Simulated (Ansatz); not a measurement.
# Site preference of N in place of C in CdSe(11-20)/C(110) interface (60 atoms), part 2 of 3

Aim: make N in place of C at several sites of CdSe(11-20)/C(110) interface (60 atoms), relax each, and compare their energies.

Ansatz 0.2.0; Kohn-Sham DFT, PBE, PAW (set soft_1, large core), plane waves.

So far. Step 2 (Single point at the start): The r.m.s. force at the start is 1.5 eV/Å. Step 3 (Relaxation): The relaxation converged after 33 steps, 14.4 eV below its start, with a largest force component of 0.039 eV/Å.

## (4) Single point at the relaxed geometry

One more single point at the end of the walk gives the fuller output and checks the residual forces.

Contents of input.yaml:

```yaml
crystal:
  lattice:
    - [7.01, 0.0, 0.0]
    - [0.0, 7.4478, 0.0]
    - [0.0, 0.0, 12.06332]
  atoms:
    - { symbol: Cd, position: [0.65288, 0.96113, 0.98466] }
    - { symbol: Se, position: [0.6673, 0.54899, 0.95469] }
    - { symbol: Cd, position: [0.16758, 0.59188, 0.98239] }
    - { symbol: Se, position: [0.18627, 0.99312, 0.97701] }
    - { symbol: Cd, position: [0.72632, 0.50118, 0.22213] }
    - { symbol: Se, position: [0.69721, 0.12282, 0.17736] }
    [... 48 atom lines left out ...]
    - { symbol: C, position: [0.34062, 0.00132, 0.62691] }
    - { symbol: C, position: [0.4628, 0.16956, 0.62235] }
    - { symbol: C, position: [0.59586, 0.16964, 0.73307] }
    - { symbol: C, position: [0.21588, 0.00256, 0.73199] }
    - { symbol: C, position: [0.34488, 0.00374, 0.83588] }
    - { symbol: C, position: [0.45964, 0.17279, 0.83067] }
kpoints:
  mp_grid: { grid: [2, 2, 1] }
hamiltonian:
  xc: pbe
  pseudopotentials: { kind: paw, core: large, azcp: { folder: soft_1 } }
scf:
  occupations: { method: fermi_dirac, width: 0.025 }
output:
  forces: true
  stress: true
  populations: true
  dos:
    method: { smearing: { sigma: 0.08 } }
    de: 0.1
    projected:
      site_lists:
        C: [12, 13, 14, 15, 16, 17, 18, 19, 20, 21, 22, 23, 24, 25, 26, 27, 28, 29, 30, 31, 32, 33, 34, 35, 36, 37, 38, 39, 40, 41, 42, 43, 44, 45, 46, 47, 48, 49, 50, 51, 52, 53, 54, 55, 56, 57, 58, 59]
        Cd: [Cd]
        Se: [Se]
        CdSe: [0, 1, 2, 3, 4, 5, 6, 7, 8, 9, 10, 11]
  eigenvalues: true
  write_density: true
  write_potential: true
  volumetric_format: npy
```

On the command line:

```sh
ansatz run input.yaml --threads 4 --pin off --max-ram 8192MiB --backend cpu --events-out ev --progress --plain --runs-dir out
```

Numbers of over 12 decimals in the logs are rounded to 6 here.

What it wrote:

```text
[...]
Crystal: 60 atoms, lattice volume = 629.815 Å³
Basis set: ecut = 420 eV, 12319 PW (Γ), exchange–correlation on 96×100×162 points (8 copies of the dense FFT grid, shifted against one another)
Bands: 234, of which v1, the nominal top of the filled ones, is band 174 counted from 1 (173 counted from 0)
Symmetry: 1 space group operations
[...]
k-points: 4
[...]
SCF iter   1: F=—  HF=-77033.903538 eV  |F-HF|=—  |Δ(HF+E_count)|=         —  Δρ=1.09e-1  dr2=1.14e2  ethr=3.10e-3  ⟨swp⟩=8.0  Hψ=4464  notcnv=0  defer=164
[...]
SCF iter  11: F=-77008.611017 eV  HF=-77008.611017 eV  |F-HF|=3.96e-8  |Δ(HF+E_count)|=   1.66e-9  Δρ=3.13e-6  dr2=7.34e-8  ethr=2.87e-11  ⟨swp⟩=28.0  Hψ=10748  notcnv=0
SCF 1 converged in 11 iterations: F = -77008.611017 eV  dr2 = 7.34e-8
[...]
SCF converged after 11 iterations
Free energy (F): -77008.611017 eV
[...]
Internal energy: -77008.596429 eV  (E = F + TS)
E sigma→0 (E₀):  -77008.603723 eV
Entropy (-TS):   -0.014587 eV (-0.243 meV/atom)
Fermi energy:    9.803506 eV
[...]
--- Forces (eV/Å), atoms counted from 1 ---
  atom   1  Cd     0.00482464    -0.00238159    -0.00263586
  atom   2  Se     0.02574515    -0.00482430     0.00983320
  atom   3  Cd     0.00272892     0.01113391     0.00130790
  atom   4  Se    -0.00053256     0.01214240    -0.00196760
  atom   5  Cd     0.00293810    -0.00360585    -0.00116429
  atom   6  Se     0.00175692    -0.00084400     0.00546889
  atom   7  Cd    -0.00278969     0.00391078     0.00085538
  atom   8  Se    -0.00099548    -0.00607027    -0.00160081
  atom   9  Cd    -0.00477234     0.01126961     0.00419568
  atom  10  Se     0.00134796     0.01407852     0.02197657
  atom  11  Cd    -0.00617574     0.00413809     0.01204272
  atom  12  Se     0.00915211     0.00371107    -0.00134185
  atom  13  C      0.00815665    -0.00348657    -0.00297853
  atom  14  C      0.00219147    -0.00782717    -0.01319203
[...]
atom  59  C     -0.01198951     0.00171239    -0.01859087
  atom  60  C      0.01077348    -0.02411541     0.02838587
  max |Σ_I F_I| component: 8.29e-5 eV/Å
--- Stress (GPa, compression-positive) ---
       13.896411      -1.113129      -0.346036
       -1.113129       8.138411       0.419816
       -0.346036       0.419815      -0.509998
  P = ⅓ Tr σ = 7.1749 GPa (71.749 kbar)
--- Band table (eV) ---
[...]
--- Löwdin populations: 60 sites ---
  site symbol       q [e]
     0     Cd     18.8234
     1     Se      5.9570
     2     Cd     18.8253
[...]
59      C      4.1492
  spilling = 0.007137 (of n_electrons = 348.000000)
```

It took 25 s on 4 threads of Arm Neoverse V2, shared host; peak memory 2.7 GiB; 98 s of CPU time.

Read from the output:

```
free energy                             : -77008.6110 eV
free energy per atom                    : -1283.4769 eV/atom
SCF cycles                              : 11
pressure                                : 7.175 GPa
r.m.s. force component                  : 0.00978 eV/Å
longest force                           : 0.04324 eV/Å
Fermi energy                            : 9.804 eV
levels partly filled by over 2 per cent : 4
spilling of the projection              : 0.007137
```

## (5) N on a site of C, site C54

The site has 4 bonded neighbours (C3Se) at 1.65 Å on average, by cutoffs that count no bonds between two metal atoms or like ions, in the C. The change is made in the relaxed cell and the atoms are relaxed again.

input.yaml, the sections that differ from step 4:

```yaml
crystal:
  lattice:
    - [7.01, 0.0, 0.0]
    - [0.0, 7.4478, 0.0]
    - [0.0, 0.0, 12.06332]
  atoms:
    [... atom lines 1 to 50 left out ...]
    - { symbol: C, position: [0.35242, 0.67116, 0.83188] }
    - { symbol: C, position: [0.46305, 0.83684, 0.8331] }
    - { symbol: C, position: [0.60612, 0.17098, 0.53097] }
    - { symbol: "N", position: [0.21407, 0.99574, 0.51956] }
    - { symbol: C, position: [0.34062, 0.00132, 0.62691] }
    - { symbol: C, position: [0.4628, 0.16956, 0.62235] }
    - { symbol: C, position: [0.59586, 0.16964, 0.73307] }
    [... atom lines 58 to 60 left out ...]
output:
  forces: true
  eigenvalues: true
relax:
  f_tol: 0.05
  max_steps: 90
# kpoints, hamiltonian, scf: as in step 4
```

What it wrote:

```text
[...]
Crystal: 60 atoms, lattice volume = 629.815 Å³
Basis set: ecut = 420 eV, 12319 PW (Γ), exchange–correlation on 96×100×162 points (8 copies of the dense FFT grid, shifted against one another)
Bands: 235, of which v1, the nominal top of the filled ones, is band 175 counted from 1 (174 counted from 0)
Symmetry: 1 space group operations
[...]
k-points: 4
[...]
SCF iter   1: F=—  HF=-77168.814524 eV  |F-HF|=—  |Δ(HF+E_count)|=         —  Δρ=1.11e-1  dr2=1.27e2  ethr=3.10e-3  ⟨swp⟩=8.0  Hψ=4494  notcnv=0  defer=172
[...]
SCF iter  10: F=-77140.453502 eV  HF=-77140.453552 eV  |F-HF|=5.04e-5  |Δ(HF+E_count)|=   3.59e-5  Δρ=8.01e-5  dr2=6.19e-5  ethr=1.79e-8  ⟨swp⟩=21.0  Hψ=7856  notcnv=0
SCF 1 converged in 10 iterations: F = -77140.453502 eV  dr2 = 6.19e-5
[...]
relax step   1: F+E_penalty+E_count = -77140.45350189 eV  Δ(F+E_penalty+E_count) = +0.000e0 eV  max|allowed force component| = 1.218e0 eV/Å  Δτ_max = 0.0000 Å  (10 SCF iters, dr2 threshold 6.25e-5 eV, accepted)
[...]
relax step   2: F+E_penalty+E_count = -77140.55919845 eV  Δ(F+E_penalty+E_count) = -1.057e-1 eV  max|allowed force component| = 6.781e-1 eV/Å  Δτ_max = 0.1093 Å  (6 SCF iters, dr2 threshold 9.27e-5 eV, accepted)
[...]
relax step   3: F+E_penalty+E_count = -77140.63509504 eV  Δ(F+E_penalty+E_count) = -7.590e-2 eV  max|allowed force component| = 5.972e-1 eV/Å  Δτ_max = 0.1132 Å  (7 SCF iters, dr2 threshold 2.87e-5 eV, accepted)
relax step   4: F+E_penalty+E_count = -77140.76052401 eV  Δ(F+E_penalty+E_count) = -1.254e-1 eV  max|allowed force component| = 4.531e-1 eV/Å  Δτ_max = 0.1915 Å  (8 SCF iters, dr2 threshold 1.00e-4 eV, accepted)
relax step   5: F+E_penalty+E_count = -77140.88405558 eV  Δ(F+E_penalty+E_count) = -1.235e-1 eV  max|allowed force component| = 6.086e-1 eV/Å  Δτ_max = 0.1959 Å  (7 SCF iters, dr2 threshold 1.00e-4 eV, accepted)
relax step   6: F+E_penalty+E_count = -77141.01341437 eV  Δ(F+E_penalty+E_count) = -1.294e-1 eV  max|allowed force component| = 5.320e-1 eV/Å  Δτ_max = 0.1950 Å  (6 SCF iters, dr2 threshold 1.00e-4 eV, accepted)
relax step   7: F+E_penalty+E_count = -77141.07744029 eV  Δ(F+E_penalty+E_count) = -6.403e-2 eV  max|allowed force component| = 7.163e-1 eV/Å  Δτ_max = 0.1989 Å  (5 SCF iters, dr2 threshold 1.00e-4 eV, accepted)
relax step   8: F+E_penalty+E_count = -77141.16749893 eV  Δ(F+E_penalty+E_count) = -9.006e-2 eV  max|allowed force component| = 5.346e-1 eV/Å  Δτ_max = 0.2000 Å  (6 SCF iters, dr2 threshold 1.00e-4 eV, accepted)
relax step   9: F+E_penalty+E_count = -77141.25990719 eV  Δ(F+E_penalty+E_count) = -9.241e-2 eV  max|allowed force component| = 2.815e-1 eV/Å  Δτ_max = 0.1949 Å  (6 SCF iters, dr2 threshold 1.00e-4 eV, accepted)
relax step  10: F+E_penalty+E_count = -77141.37082969 eV  Δ(F+E_penalty+E_count) = -1.109e-1 eV  max|allowed force component| = 4.489e-1 eV/Å  Δτ_max = 0.1922 Å  (6 SCF iters, dr2 threshold 2.20e-5 eV, accepted)
relax step  11: F+E_penalty+E_count = -77141.57459963 eV  Δ(F+E_penalty+E_count) = -2.038e-1 eV  max|allowed force component| = 7.422e-1 eV/Å  Δτ_max = 0.1931 Å  (6 SCF iters, dr2 threshold 5.58e-5 eV, accepted)
relax step  12: F+E_penalty+E_count = -77141.85716613 eV  Δ(F+E_penalty+E_count) = -2.826e-1 eV  max|allowed force component| = 8.435e-1 eV/Å  Δτ_max = 0.1937 Å  (7 SCF iters, dr2 threshold 1.00e-4 eV, accepted)
relax step  13: F+E_penalty+E_count = -77142.07530398 eV  Δ(F+E_penalty+E_count) = -2.181e-1 eV  max|allowed force component| = 6.639e-1 eV/Å  Δτ_max = 0.1954 Å  (8 SCF iters, dr2 threshold 1.00e-4 eV, accepted)
relax step  14: F+E_penalty+E_count = -77142.26951756 eV  Δ(F+E_penalty+E_count) = -1.942e-1 eV  max|allowed force component| = 6.831e-1 eV/Å  Δτ_max = 0.1398 Å  (6 SCF iters, dr2 threshold 1.00e-4 eV, accepted)
relax step  15: F+E_penalty+E_count = -77142.48690508 eV  Δ(F+E_penalty+E_count) = -2.174e-1 eV  max|allowed force component| = 6.109e-1 eV/Å  Δτ_max = 0.1923 Å  (6 SCF iters, dr2 threshold 1.00e-4 eV, accepted)
relax step  16: F+E_penalty+E_count = -77142.55409066 eV  Δ(F+E_penalty+E_count) = -6.719e-2 eV  max|allowed force component| = 6.069e-1 eV/Å  Δτ_max = 0.1950 Å  (6 SCF iters, dr2 threshold 1.00e-4 eV, accepted)
relax step  17: F+E_penalty+E_count = -77142.63001731 eV  Δ(F+E_penalty+E_count) = -7.593e-2 eV  max|allowed force component| = 4.923e-1 eV/Å  Δτ_max = 0.2000 Å  (6 SCF iters, dr2 threshold 1.00e-4 eV, accepted)
relax step  18: F+E_penalty+E_count = -77142.66965340 eV  Δ(F+E_penalty+E_count) = -3.964e-2 eV  max|allowed force component| = 3.152e-1 eV/Å  Δτ_max = 0.0623 Å  (5 SCF iters, dr2 threshold 1.00e-4 eV, accepted)
relax step  19: F+E_penalty+E_count = -77142.68209655 eV  Δ(F+E_penalty+E_count) = -1.244e-2 eV  max|allowed force component| = 1.129e-1 eV/Å  Δτ_max = 0.0335 Å  (6 SCF iters, dr2 threshold 4.07e-5 eV, accepted)
relax step  20: F+E_penalty+E_count = -77142.68699493 eV  Δ(F+E_penalty+E_count) = -4.898e-3 eV  max|allowed force component| = 6.074e-2 eV/Å  Δτ_max = 0.0255 Å  (8 SCF iters, accepted)
relax step  21: F+E_penalty+E_count = -77142.69026407 eV  Δ(F+E_penalty+E_count) = -3.269e-3 eV  max|allowed force component| = 8.010e-2 eV/Å  Δτ_max = 0.0248 Å  (9 SCF iters, accepted)
relax step  22: F+E_penalty+E_count = -77142.70139217 eV  Δ(F+E_penalty+E_count) = -1.113e-2 eV  max|allowed force component| = 1.920e-1 eV/Å  Δτ_max = 0.0840 Å  (12 SCF iters, accepted)
relax step  23: F+E_penalty+E_count = -77142.73537438 eV  Δ(F+E_penalty+E_count) = -3.398e-2 eV  max|allowed force component| = 3.493e-1 eV/Å  Δτ_max = 0.1246 Å  (9 SCF iters, dr2 threshold 3.69e-5 eV, accepted)
relax step  24: F+E_penalty+E_count = -77142.77064557 eV  Δ(F+E_penalty+E_count) = -3.527e-2 eV  max|allowed force component| = 5.510e-1 eV/Å  Δτ_max = 0.1938 Å  (8 SCF iters, dr2 threshold 1.00e-4 eV, accepted)
relax step  25: F+E_penalty+E_count = -77142.83350188 eV  Δ(F+E_penalty+E_count) = -6.286e-2 eV  max|allowed force component| = 2.494e-1 eV/Å  Δτ_max = 0.0745 Å  (7 SCF iters, dr2 threshold 1.00e-4 eV, accepted)
relax step  26: F+E_penalty+E_count = -77142.85360147 eV  Δ(F+E_penalty+E_count) = -2.010e-2 eV  max|allowed force component| = 2.045e-1 eV/Å  Δτ_max = 0.0897 Å  (8 SCF iters, dr2 threshold 1.27e-5 eV, accepted)
relax step  27: F+E_penalty+E_count = -77142.86092373 eV  Δ(F+E_penalty+E_count) = -7.322e-3 eV  max|allowed force component| = 1.642e-1 eV/Å  Δτ_max = 0.0983 Å  (9 SCF iters, dr2 threshold 8.57e-6 eV, accepted)
relax step  28: F+E_penalty+E_count = -77142.86930779 eV  Δ(F+E_penalty+E_count) = -8.384e-3 eV  max|allowed force component| = 5.454e-2 eV/Å  Δτ_max = 0.0446 Å  (7 SCF iters, dr2 threshold 1.74e-5 eV, accepted)
[...]
relax step  29: F+E_penalty+E_count = -77142.87047648 eV  Δ(F+E_penalty+E_count) = -1.169e-3 eV  max|allowed force component| = 3.062e-2 eV/Å  Δτ_max = 0.0139 Å  (9 SCF iters, accepted)
SCF converged after 9 iterations
Free energy (F): -77142.870476 eV
[...]
Internal energy: -77142.850989 eV  (E = F + TS)
E sigma→0 (E₀):  -77142.860733 eV
Entropy (-TS):   -0.019488 eV (-0.325 meV/atom)
Fermi energy:    9.897910 eV
[...]
--- Forces (eV/Å), atoms counted from 1 ---
  atom   1  Cd     0.00449092     0.01233553     0.00096532
  atom   2  Se    -0.01070195    -0.01486606     0.00145957
  atom   3  Cd     0.00361027     0.00135888    -0.00348330
  atom   4  Se    -0.00871994     0.00976003     0.00410394
  atom   5  Cd    -0.00217187    -0.00206942    -0.00025403
  atom   6  Se    -0.00037633     0.00712595    -0.00624132
  atom   7  Cd     0.01185117    -0.00222395     0.00421590
  atom   8  Se    -0.00461740     0.00349113     0.00058815
  atom   9  Cd     0.00145557    -0.00392227     0.00390828
  atom  10  Se    -0.02468485    -0.01940177    -0.01834939
  atom  11  Cd     0.00827140     0.00851333     0.00098678
  atom  12  Se    -0.00441274     0.00676046    -0.02533361
  atom  13  C     -0.01135982     0.00624010    -0.00570483
  atom  14  C     -0.00778682     0.00726343     0.00649927
[...]
atom  59  C      0.00082402     0.00269832     0.00583010
  atom  60  C      0.00859482     0.00062423     0.00858165
  max |Σ_I F_I| component: 2.78e-5 eV/Å
--- Band table (eV) ---
[...]
--- Relaxed structure (29 steps of the walk, 29 accepted, 0 SCFs on fresh bases) ---
  F+E_penalty+E_count = -77142.87047648 eV   max|allowed force component| = 3.062e-2 eV/Å
  atoms:
    - { symbol: Cd, position: [0.669839, 0.919618, 0.980599] }
    - { symbol: Se, position: [0.657903, 0.440139, 0.960085] }
    - { symbol: Cd, position: [0.160502, 0.598746, 0.982408] }
    - { symbol: Se, position: [0.159446, 1.093496, 0.955312] }
[...]
- { symbol: C, position: [0.460183, 0.189319, 0.820594] }
```

Wall time 7 min (4 threads); peak memory 2.8 GiB.

The relaxation converged after 29 steps, 2.42 eV below its start, with a largest force component of 0.031 eV/Å.

A closer look about the N atom, after relaxation: 11 atoms, nearest first, numbered in the order of the input, with positions taken from that point.

```tsv
atom	x	y	z	distance (Å)
N54	0.00	0.00	0.00	0.00
C21	-0.73	-1.19	0.11	1.40
C37	-0.79	1.22	-0.10	1.46
C55	0.93	0.00	1.19	1.51
C40	-1.69	1.23	1.15	2.39
C46	0.10	-2.40	0.00	2.40
C56	1.75	1.24	1.11	2.42
C24	-1.70	-1.24	1.21	2.43
C58	0.06	0.00	2.46	2.47
C30	0.01	2.49	-0.17	2.50
C48	1.82	-1.26	1.22	2.52
```

The largest move is 1.32 Å, by Se12.

[end of part 2 of 3]

[Logs are printed without paths, hosts, clocks, repeated set-up lines and the standing remarks that a program may print on its own settings, such as how far it seeks lower states.]

[Hosts, paths, dates, database ids (printed as entryN), source tags and the programs' standing remarks are cut or masked in the printed files.]
